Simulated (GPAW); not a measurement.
# How ZnSe (Stilleite) absorbs and reflects light

Aim: the dielectric function of ZnSe (Stilleite), and the optical constants that follow from it.

Calculated with GPAW 26.7.0; DFT, LDA, plane-wave PAW (GPAW data sets), scalar-relativistic, RPA, optical limit.

### Step 1. Set-up

It takes space group F-43m (No. 216, cubic). Conventional cell: a = 5.668 Å, b = 5.668 Å, c = 5.668 Å, α = 90.00°, β = 90.00°, γ = 90.00°. Nearest to Se lie 4 Zn at 2.45 Å. Nearest to Zn lie 4 Se at 2.45 Å. Farther neighbours and most contacts between anions are not listed.

### Step 2. Ground state

First the ground state: is it a metal or has it a gap?

This step: DFT, LDA, plane-wave PAW (GPAW data sets), scalar-relativistic, ground state (GPAW 26.7.0).

gs.py

```python
from ase import Atoms
from ase.dft.bandgap import bandgap
from gpaw import GPAW, PW, FermiDirac

atoms = Atoms(['Se', 'Zn'],
              cell=[[0.000000000000, 2.833800000000, 2.833800000000],
                    [2.833800000000, 0.000000000000, 2.833800000000],
                    [2.833800000000, 2.833800000000, 0.000000000000]],
              scaled_positions=[[0.750000000000, 0.750000000000, 0.750000000000],
                                [0.000000000000, 0.000000000000, 0.000000000000]],
              pbc=[True, True, True])
atoms.calc = GPAW(mode=PW(500), xc='LDA', kpts={'size': (7, 7, 7), 'gamma': True},
                  occupations=FermiDirac(0.05), maxiter=150, txt='gs.txt')
print('energy (eV)', atoms.get_potential_energy())
print('Fermi level (eV)', atoms.calc.get_fermi_level())
print('valence electrons', atoms.calc.get_number_of_electrons())
print('gap (eV)', bandgap(atoms.calc, output=None)[0])
print('direct gap (eV)', bandgap(atoms.calc, direct=True, output=None)[0])
atoms.calc.write('gs.gpw')
```

Run with:

```
$ OMP_NUM_THREADS=1 python gs.py
```

Numbers of over 12 decimals in the logs are rounded to 6 here.

What it wrote:

```text
__  _  _
 | _ |_)|_||  |
 |__||  | ||/\| - 26.7.0

Versions:
  Python: 3.12.14
  ASE:    3.29.0
  Numpy:  2.5.5
  Scipy:  1.18.1
  Libxc:  7.0.0

Input parameters:
  mode=PW(ecut=500.0),
  kpts=MonkhorstPack(size=(7, 7, 7), gamma=True),
  maxiter=150,
  occupations=Occupations(name='fermi-dirac', width=0.05, fixmagmom=False),
  xc=XC(name='LDA')

Diagonalizing LCAO Hamiltonian
Converting LCAO to pw mode

                    Se

       Zn

Atoms  # Å, Bohr magnetons
|   | symbol |        x |        y |        z |    initial magnetic moments |
| 0 |     Se | 4.250700 | 4.250700 | 4.250700 | ( 0.0000,  0.0000,  0.0000) |
| 1 |     Zn | 0.000000 | 0.000000 | 0.000000 | ( 0.0000,  0.0000,  0.0000) |

Unit cell  # Å
| periodic |        x |        y |        z |  lengths |    angles |
|      yes | 0.000000 | 2.833800 | 2.833800 | 4.007598 | 60.000000 |
|      yes | 2.833800 | 0.000000 | 2.833800 | 4.007598 | 60.000000 |
|      yes | 2.833800 | 2.833800 | 0.000000 | 4.007598 | 60.000000 |

Number of symmetries: 24
Symmetry operations  # r_c * U_cc + t_c -> r_c
|    | kind |            matrix            |
|  0 |  E   |  1, 0, 0,  0, 1, 0,  0, 0, 1 |
|  1 |  σ   |  1, 0, 0,  0, 0, 1,  0, 1, 0 |
|  2 |  σ   |  1, 0,-1,  0, 1,-1,  0, 0,-1 |
|  3 |  C3  |  1, 0,-1,  0, 0,-1,  0, 1,-1 |
|  4 |  C3  |  1,-1, 0,  0,-1, 1,  0,-1, 0 |
|  5 |  σ   |  1,-1, 0,  0,-1, 0,  0,-1, 1 |
|  6 |  σ   |  0, 1, 0,  1, 0, 0,  0, 0, 1 |
|  7 |  C3  |  0, 1, 0,  0, 0, 1,  1, 0, 0 |
|  8 |  C2  |  0, 1,-1,  1, 0,-1,  0, 0,-1 |
|  9 |  S4  |  0, 1,-1,  0, 0,-1,  1, 0,-1 |
| 10 |  C3  |  0, 0, 1,  1, 0, 0,  0, 1, 0 |
| 11 |  σ   |  0, 0, 1,  0, 1, 0,  1, 0, 0 |
| 12 |  S4  |  0, 0,-1,  1, 0,-1,  0, 1,-1 |
| 13 |  C3  |  0, 0,-1,  0, 1,-1,  1, 0,-1 |
| 14 |  S4  |  0,-1, 1,  1,-1, 0,  0,-1, 0 |
| 15 |  C2  |  0,-1, 1,  0,-1, 0,  1,-1, 0 |
| 16 |  C3  |  0,-1, 0,  1,-1, 0,  0,-1, 1 |
| 17 |  S4  |  0,-1, 0,  0,-1, 1,  1,-1, 0 |
| 18 |  S4  | -1, 1, 0, -1, 0, 1, -1, 0, 0 |
| 19 |  C3  | -1, 1, 0, -1, 0, 0, -1, 0, 1 |
| 20 |  C3  | -1, 0, 1, -1, 1, 0, -1, 0, 0 |
| 21 |  S4  | -1, 0, 1, -1, 0, 0, -1, 1, 0 |
| 22 |  σ   | -1, 0, 0, -1, 1, 0, -1, 0, 1 |
| 23 |  C2  | -1, 0, 0, -1, 0, 1, -1, 1, 0 |

BZ-sampling:
  Number of BZ points: 343
  Number of IBZ points: 20

  Monkhorst-Pack size: [7, 7, 7]
  Monkhorst-Pack shift: [0, 0, 0]

K-points  # in reciprocal-cell coordinates
|     |                                coordinates |     weight |
|   0 | (  0.00000000,   0.00000000,   0.00000000) | 0.00291545 |
|   1 | (  0.14285714,   0.14285714,   0.00000000) | 0.01749271 |
|   2 | (  0.14285714,   0.14285714,   0.14285714) | 0.02332362 |
|   3 | (  0.28571429,   0.14285714,   0.14285714) | 0.03498542 |
|   4 | (  0.28571429,   0.28571429,   0.00000000) | 0.01749271 |
|   5 | (  0.28571429,   0.28571429,   0.14285714) | 0.06997085 |
|   6 | (  0.28571429,   0.28571429,   0.28571429) | 0.02332362 |
|   7 | (  0.42857143,  -0.28571429,  -0.28571429) | 0.03498542 |
|   8 | (  0.42857143,   0.28571429,  -0.42857143) | 0.13994169 |
|   9 | (  0.42857143,   0.28571429,  -0.28571429) | 0.06997085 |
| ... |                                            |            |
|  19 | (  0.42857143,   0.42857143,   0.42857143) | 0.02332362 |

Plane wave coefficients: 1173
Cutoff: 500.0 eV

Spin-components: 1 (collinear spins)
Bands:           13
Projectors:      11
Spin-degeneracy: 2
Datatype:        complex128

Parallelization:
  kpt:    1
  domain: 1
  band:   1

Density:
  Valence electrons: 18.0
  Components: 1
  Grid points: [21 21 21]
  Charge: 0.0  # |e|

Potential:
  Grid points: [21 21 21]

species:
  Se:
    name:    Selenium
    id:
    Z:       34.0
    valence: 6
    core:    28
    charge:  0.0  # [|e|]
    compensation charges:
      type: gauss
      rc: 0.27  # [Å]
      lmax: 2
    cutoffs:
      filter: 1.77  # [Å]
      core: 2.67  # [Å]
    projectors
    | kind |    occ | energy [eV] | rcut [Å] |
    |   4s |  2.000 |     -17.472 |    0.847 |
    |   4p |  4.000 |      -6.656 |    1.005 |
    |    s |        |       9.739 |    0.847 |
    |    p |        |      20.555 |    1.005 |
    |    d |        |       0.000 |    0.847 |

    Using partial waves for Se as LCAO basis

  Zn:
    name:    Zinc
    id:
    Z:       30.0
    valence: 12
    core:    18
    charge:  0.0  # [|e|]
    compensation charges:
      type: gauss
      rc: 0.37  # [Å]
      lmax: 2
    cutoffs:
      filter: 2.14  # [Å]
      core: 2.28  # [Å]
    projectors
    | kind |    occ | energy [eV] | rcut [Å] |
    |   4s |  2.000 |      -6.218 |    1.286 |
    |   4p |  0.000 |      -1.230 |    1.270 |
    |   3d | 10.000 |     -10.426 |    1.180 |
    |    s |        |      20.994 |    1.286 |
    |    p |        |      25.981 |    1.270 |
    |    d |        |      16.786 |    1.180 |

    Using partial waves for Zn as LCAO basis

Reference energy: -114805.075344  # eV

eigensolver:
  PPCG
  Converge bands: occupied
  niter=2

density mixing:
  MSR1-Mixer
  Pratt-step length: 0.05
  Maximum mixing coefficient: 0.75
  Old densities: 10
  SVD Regularization: 0.005
  Good broyden scale: 1.0
  Trust region scale: 1.0
  Backstep threshold: 4.0
  History deletion threshold: 6.0
  Fourier metric: weight=20.0, sigma=0.015

occupation numbers:
  Fermi-Dirac:
    width: 0.0500  # eV

poisson solver:
  ecut: 4000.0  # eV

xc functional:
  name: None

convergence criteria:
- Maximum [total energy] change in last 3 cyles: 0.0005 eV / valence electron
- Maximum integral of absolute [dens]ity change: 0.0001 electrons / valence electron
- Maximum integral of absolute [eigenst]ate change: 4e-08 eV^2 / valence electron
maximum number of iterations: 150

SCF iterations
|iter     |      energy | eigst |  dens |
|iter:   1||   -7.683267 | +0.36 |       |
|iter:   2||   -7.632045 | -1.18 | -1.26 |
|iter:   3||   -7.441612 | -1.39 | -1.31 |
|iter:   4||   -7.437660 | -2.45 | -1.86 |
|iter:   5||   -7.437785c| -4.04 | -2.37 |
|iter:   6||   -7.437759c| -4.49 | -3.16 |
|iter:   7||   -7.437766c| -5.62 | -3.55 |
|iter:   8||   -7.437766c| -6.99 | -4.21c|
|iter:   9||   -7.437766c| -8.05c| -5.19c|

Converged in 9 steps
SCF loop duration: 6.087 s (0.676 s/step)
Energy contributions relative to reference atoms: (reference = -114805.075344)

Energy contributions:
  Kinetic:           9.844333
  Coulomb:          -8.412354
  Zero:             -0.040242
  External:          0.000000
  Xc:               -8.829504
  Entropy:          -0.000000
  Spinorbit:         0.000000
  ----------------------------
  Free energy:      -7.437766
  Extrapolated:     -7.437766

dipole moment: (-7.137800, -7.137800, -7.137800)  # |e|*Ang

Fermi level: 4.105
Eigenvalues  # (at kpt = [0.000, 0.000, 0.000])
| band index |      eig [eV] | occ [0-2] |
|          0 |        -9.756 |     2.000 |
|          1 |        -3.075 |     2.000 |
|          2 |        -3.075 |     2.000 |
|          3 |        -3.075 |     2.000 |
|          4 |        -2.716 |     2.000 |
|          5 |        -2.716 |     2.000 |
|          6 |         3.552 |     2.000 |
|          7 |         3.552 |     2.000 |
|          8 |         3.552 |     2.000 |
|          9 |         4.596 |     0.000 |
|         10 |         9.269 |     0.000 |
|         11 |         9.269 |     0.000 |
|         12 |         9.269 |     0.000 |

Gap: 1.044 eV
Transition (v -> c):
  (s=0, k=0, n=8, [0.00, 0.00, 0.00]) -> (s=0, k=0, n=9, [0.00, 0.00, 0.00])
No difference between direct/indirect transitions

--- standard output ---
energy (eV) -7.437766
Fermi level (eV) 4.104614
valence electrons 18.0
gap (eV) 1.044386
direct gap (eV) 1.044386
```

Elapsed: 7.9 s, on 1 thread of Arm Neoverse V1, shared host; peak memory 0.13 GiB.

Numbers from this step:

- energy: -7.438 eV
- Fermi energy: 4.105 eV
- gap on the k-mesh: 1.044 eV
- direct gap on the mesh: 1.044 eV
- electrons: 18

There is a gap, 1.04 eV on this mesh (points off the mesh can give less), so no carriers' term is needed.

### Step 3. Bands for the response

At the fixed density, many empty bands are solved on the mesh of the response, since the spectrum sums over them.

This step: DFT, LDA, plane-wave PAW (GPAW data sets), scalar-relativistic, bands at fixed density (GPAW 26.7.0).

nscf.py

```python
from ase.dft.bandgap import bandgap
from gpaw import GPAW, FermiDirac

calc = GPAW('gs.gpw').fixed_density(kpts={'size': (12, 12, 12), 'gamma': True}, nbands=39, convergence={'bands': 33},
                                    occupations=FermiDirac(0.001), txt='nscf.txt')
print('gap (eV)', bandgap(calc, output=None)[0])
print('direct gap (eV)', bandgap(calc, direct=True, output=None)[0])
print('top band over the Fermi level (eV)', min(calc.get_eigenvalues(kpt=k)[32] for k in range(len(calc.get_ibz_k_points()))) - calc.get_fermi_level())
calc.write('full.gpw', mode='all')
```

Run with:

```
$ OMP_NUM_THREADS=1 python nscf.py
```

What it wrote:

```text
Diagonalizing LCAO Hamiltonian
Converting LCAO to pw mode
convergence criteria:
- Maximum integral of absolute [eigenst]ate change: 4e-08 eV^2 / valence electron
maximum number of iterations: 150

SCF iterations
|iter     |      energy | eigst |  dens |
|iter:   1||             | +3.55 |       |
|iter:   2||             | +2.31 |       |
|iter:   3||             | +1.42 |       |
|iter:   4||             | +0.71 |       |
|iter:   5||             | +0.38 |       |
|iter:   6||             | -0.06 |       |
|iter:   7||             | -0.37 |       |
|iter:   8||             | -0.81 |       |
|iter:   9||             | -1.18 |       |
|iter:  10||             | -1.64 |       |
|iter:  11||             | -2.01 |       |
|iter:  12||             | -2.44 |       |
|iter:  13||             | -2.77 |       |
|iter:  14||             | -3.19 |       |
|iter:  15||             | -3.51 |       |
|iter:  16||             | -3.92 |       |
[...]
|iter:  20||             | -5.24 |       |
|iter:  21||             | -5.51 |       |
|iter:  22||             | -5.79 |       |
|iter:  23||             | -6.02 |       |
|iter:  24||             | -6.32 |       |
|iter:  25||             | -6.58 |       |
|iter:  26||             | -6.98 |       |
|iter:  27||             | -7.18 |       |
|iter:  28||             | -7.53c|       |
SCF steps: 28
  __  _  _
 | _ |_)|_||  |
 |__||  | ||/\| - 26.7.0

Versions:
  Python: 3.12.14
  ASE:    3.29.0
  Numpy:  2.5.5
  Scipy:  1.18.1
  Libxc:  7.0.0

Input parameters:
  mode=PW(ecut=500.0),
  convergence={'bands': 33},
  gpts=array([21, 21, 21]),
  kpts=MonkhorstPack(size=(12, 12, 12), gamma=True),
  maxiter=150,
  nbands=39,
  occupations=Occupations(name='fermi-dirac', width=0.001, fixmagmom=False),
  parallel={},
  xc=XC(name='LDA')

--- standard output ---
gap (eV) 1.044386
direct gap (eV) 1.044386
top band over the Fermi level (eV) 29.862500
```

It took 2.7 min on 1 thread; peak memory 0.21 GiB.

### Step 4. Dielectric function, RPA

Transitions between filled and empty bands, summed over the zone, give the optical response, so mesh, band count and broadening shape it.

The induced potential is part of this response.

This step: DFT, LDA, plane-wave PAW (GPAW data sets), scalar-relativistic, RPA, optical limit (GPAW 26.7.0).

df.py

```python
from gpaw.response.df import DielectricFunction

df = DielectricFunction('full.gpw', frequencies={'type': 'nonlinear', 'domega0': 0.03, 'omega2': 8},
                        ecut=50,
                        eta=0.1,
                        nbands=33,
                        txt='df.txt')
for direction in ['x']:
    df.get_dielectric_function(xc='RPA', direction=direction, filename=f'df_{direction}.csv')
```

Run with:

```
$ OMP_NUM_THREADS=1 python df.py
```

What it wrote:

```text
Using integrator: PointIntegrator
NonLinearFrequencyDescriptor(from 0.000 to 52.646 eV, 472 points)
Nonperiodic BCs:  [False False False]
Using integrator: PointIntegrator
NonLinearFrequencyDescriptor(from 0.000 to 52.646 eV, 472 points)
Nonperiodic BCs:  [False False False]

Calculating chi0 body with:
    Ground state adapter containing:
    Number of spins: 1
    Number of kpoints: 1728
    Number of irreducible kpoints: 72
    Number of completely occupied states: 9
    Number of partially occupied states: 9

    Linear response parametrization:
    q_c: [0.0, 0.0, 0.0]
    Number of frequency points: 472
    Planewave cutoff: 50.0
    Number of bands: 33
    Number of planewaves: 27
    Broadening (eta): 0.1

Integrating chi0 body.

Symmetries of q_c:
    Direct symmetries (Uq -> q): 24
    Indirect symmetries (TUq -> q): 24
In total 48 allowed symmetries.

72 groups of equivalent kpoints. 95.833333% reduction.

Integral kind: spectral function

Calculating chi0 optical extensions with:
    Ground state adapter containing:
    Number of spins: 1
    Number of kpoints: 1728
    Number of irreducible kpoints: 72
    Number of completely occupied states: 9
    Number of partially occupied states: 9

    Linear response parametrization:
    Number of frequency points: 472
    Planewave cutoff: 50.0
    Number of bands: 33
    Number of planewaves: 27
    Broadening (eta): 0.1
Integrating chi0 head and wings.

Symmetries of q_c:
    Direct symmetries (Uq -> q): 24
    Indirect symmetries (TUq -> q): 24
In total 48 allowed symmetries.

72 groups of equivalent kpoints. 95.833333% reduction.

Integral kind: spectral function wings
```

Run time: 11 s. Hardware: 1 thread; peak memory 0.23 GiB.

This step gave:

```
electronic dielectric constant ε∞, mean over x, y and z (by symmetry where fewer were run) : 7.626
```

Some rows of df_x.csv (energy; Re and Im without local fields; Re and Im with them):

```text
0.000000, 8.364023, -0.000000, 7.625811, 0.000000
0.555532, 8.644360, 0.126570, 7.899290, 0.124383
1.143969, 7.839988, 1.170178, 7.043057, 1.180713
1.768324, 9.305891, 3.236896, 8.467874, 3.248999
2.431988, 9.529030, 2.193499, 8.515729, 2.152450
3.138794, 9.317686, 6.263772, 8.141796, 5.993891
3.893091, 5.481561, 7.022053, 4.339276, 6.714902
4.699832, 8.369220, 7.064387, 6.308433, 5.927492
5.564682, 0.805686, 11.752705, 0.896431, 9.680439
6.494155, 0.642456, 5.770437, 0.045460, 4.280478
7.495775, -3.240883, 5.990554, -1.834797, 5.302782
8.578281, -2.507299, 3.113989, -1.684400, 3.030299
9.751884, -1.402347, 2.271019, -0.868992, 2.032419
11.028587, -1.285118, 1.422108, -0.863985, 1.514572
12.422601, -0.734615, 0.910081, -0.517482, 0.982392
13.950874, -0.465096, 0.532797, -0.372106, 0.585353
15.633783, -0.070447, 0.482346, 0.044390, 0.446629
17.496047, 0.077768, 0.321075, 0.186343, 0.358873
19.567954, 0.272972, 0.324969, 0.398898, 0.362362
```

The Im ε, E ∥ x has structure finer than the step of the table below, so its rows give means over 1 eV, whole bins alone (the curve runs from 0 to 19.9 eV). Peaks (eV: height): 1.8: 3.25, 3.1: 6.70, 3.8: 8.68, 5.2: 14.4, 5.8: 12.1, 7.2: 6.87.

Sum at mesh points, not converged in k; values under the direct gap are tails of Lorentzian lines. Im ε, E ∥ x against photon energy; means over each step:

```
photon energy (eV)  Im ε, E ∥ x
                 1        0.707
                 2         1.85
                 3         4.36
                 4         6.73
                 5         9.10
                 6         7.55
                 7         5.80
                 8         4.29
                 9         2.77
                10         1.99
                11         1.54
                12         1.20
                13        0.948
                14        0.651
                15        0.478
                16        0.421
                17        0.463
                18        0.335
                19        0.399
```

The reflectivity at normal incidence, E ∥ x has structure finer than the step of the table below, so its rows give means over 1 eV, whole bins alone (the curve runs from 0 to 19.9 eV). Peaks (eV: height): 5.9: 49.8, 7.4: 41.7, 8.4: 43.0, 9.4: 43.6, 10.2: 37.4, 12.3: 36.3, 13.9: 35.8.

Sum at mesh points, not converged in k. Reflectivity at normal incidence, E ∥ x against photon energy; means over each step:

```csv
photon energy (eV),"reflectivity at normal incidence, E ∥ x (%)"
1,23.0
2,24.6
3,28.7
4,29.5
5,34.9
6,42.2
7,33.2
8,40.2
9,40.4
10,35.5
11,34.8
12,33.1
13,31.3
14,31.9
15,23.4
16,14.9
17,11.4
18,8.00
19,5.90
```

The loss function −Im 1/ε at q → 0, E ∥ x has structure finer than the step of the table below, so its rows give means over 0.5 eV, whole bins alone (the curve runs from 0 to 19.9 eV). Peaks (eV: height): 14.77: 2.19, 15.83: 2.30, 17.50: 2.19.

Sum at mesh points, not converged in k; values under the direct gap are tails of Lorentzian lines. Loss function −Im 1/ε at q → 0, E ∥ x against energy loss; means over each step:

```csv
energy loss (eV),"loss function −Im 1/ε at q → 0, E ∥ x"
0.5,0.00189
1.0,0.0168
1.5,0.0124
2.0,0.0281
2.5,0.0277
3.0,0.0423
3.5,0.0557
4.0,0.0915
4.5,0.0814
5.0,0.0632
5.5,0.0856
6.0,0.122
6.5,0.221
7.0,0.156
7.5,0.166
8.0,0.207
8.5,0.234
9.0,0.268
9.5,0.343
10.0,0.385
10.5,0.436
11.0,0.489
11.5,0.588
12.0,0.597
12.5,0.772
13.0,0.835
13.5,0.952
14.0,1.28
14.5,1.68
15.0,2.01
15.5,2.19
16.0,2.20
16.5,1.76
17.0,1.69
17.5,2.06
18.0,1.51
18.5,1.23
19.0,1.23
19.5,1.29
```

The Im ε, E ∥ x has structure finer than the step of the table below, so its rows give means over 0.5 eV, whole bins alone (the curve runs from 0 to 19.9 eV). Peaks (eV: height): without local fields 3.76: 9.22, 5.22: 18.7, 5.71: 14.4, 6.99: 9.03; with local fields 1.77: 3.25, 3.06: 6.70, 3.81: 8.68, 5.22: 14.4, 5.77: 12.1, 7.21: 6.87.

Sum at mesh points, not converged in k; values under the direct gap are tails of Lorentzian lines. The Im ε, E ∥ x by photon energy; means over each step:

```csv
photon energy (eV),without local fields,with local fields
0.5,0.121,0.120
1.0,1.06,1.07
1.5,0.995,0.990
2.0,1.91,1.90
2.5,2.43,2.37
3.0,5.10,4.87
3.5,6.87,6.40
4.0,6.95,6.56
4.5,7.10,6.21
5.0,11.4,8.72
5.5,14.1,11.6
6.0,8.55,7.66
6.5,6.11,4.38
7.0,8.77,6.30
7.5,6.26,5.51
8.0,4.82,4.29
8.5,3.37,3.34
9.0,2.86,2.89
9.5,2.10,2.06
10.0,2.21,2.12
10.5,1.71,1.74
11.0,1.48,1.57
11.5,1.24,1.32
12.0,1.11,1.26
12.5,0.920,1.01
13.0,0.858,0.958
13.5,0.737,0.814
14.0,0.568,0.616
14.5,0.504,0.529
15.0,0.520,0.494
15.5,0.495,0.453
16.0,0.476,0.411
16.5,0.497,0.432
17.0,0.457,0.499
17.5,0.329,0.363
18.0,0.347,0.342
18.5,0.356,0.349
19.0,0.364,0.425
19.5,0.326,0.374
```

Optical constants at common wavelengths, from n + ik = √ε:

```
wavelength (nm)     n      k  R (%)     1/α
           1550  2.89  0.064   23.6  1.9 µm
           1064  2.67  0.189   20.9  449 nm
            800  2.97  0.127   24.7  500 nm
            532  2.99  0.371   25.5  114 nm
            405  3.19  1.044   31.6   31 nm
            365  3.09  0.792   28.8   37 nm
            193  1.43  1.511   30.1   10 nm
```

Below the direct gap, k and the depth come from the tails of the Lorentzian lines, not from transitions.

Rows near the edge hang on the gap, which this functional as a rule makes too small, and phonon-assisted absorption is left out.

### Step 5. Summary of results

```
electronic dielectric constant ε∞, mean over x, y and z (by symmetry where fewer were run) (RPA) : 7.63
```

At this level (LDA, RPA) ZnSe has ε∞ = 7.63 and n = 2.89 at 1550 nm. On the mesh the gap is 1.04 eV and the least direct gap 1.04 eV. Local fields change the static value along x from 8.36 to 7.63 (-9 %). Excitons and phonon-assisted transitions are missing; LDA gaps are as a rule too small, which pulls the onset down and ε∞ up. In this version of GPAW the matrix elements of the optical limit are incomplete, which can lower ε − 1 by up to a tenth where first-row anions or d states rule, and shift it by more in d metals. The sum runs over mesh points 0.16 Å⁻¹ apart with no interpolation, so peaks are partly noise of the mesh; over so small a direct gap single mesh points weigh heavily, so ε∞, n and their changes from run to run can be far off.

[Machine, clock and banner lines and Python warnings are left out of the logs.]

[Logs are printed without paths, hosts, clocks, repeated set-up lines and the standing remarks that a program may print on its own settings, such as how far it seeks lower states.]

[Hosts, paths, dates, database ids (printed as entryN), source tags and the programs' standing remarks are cut or masked in the printed files.]
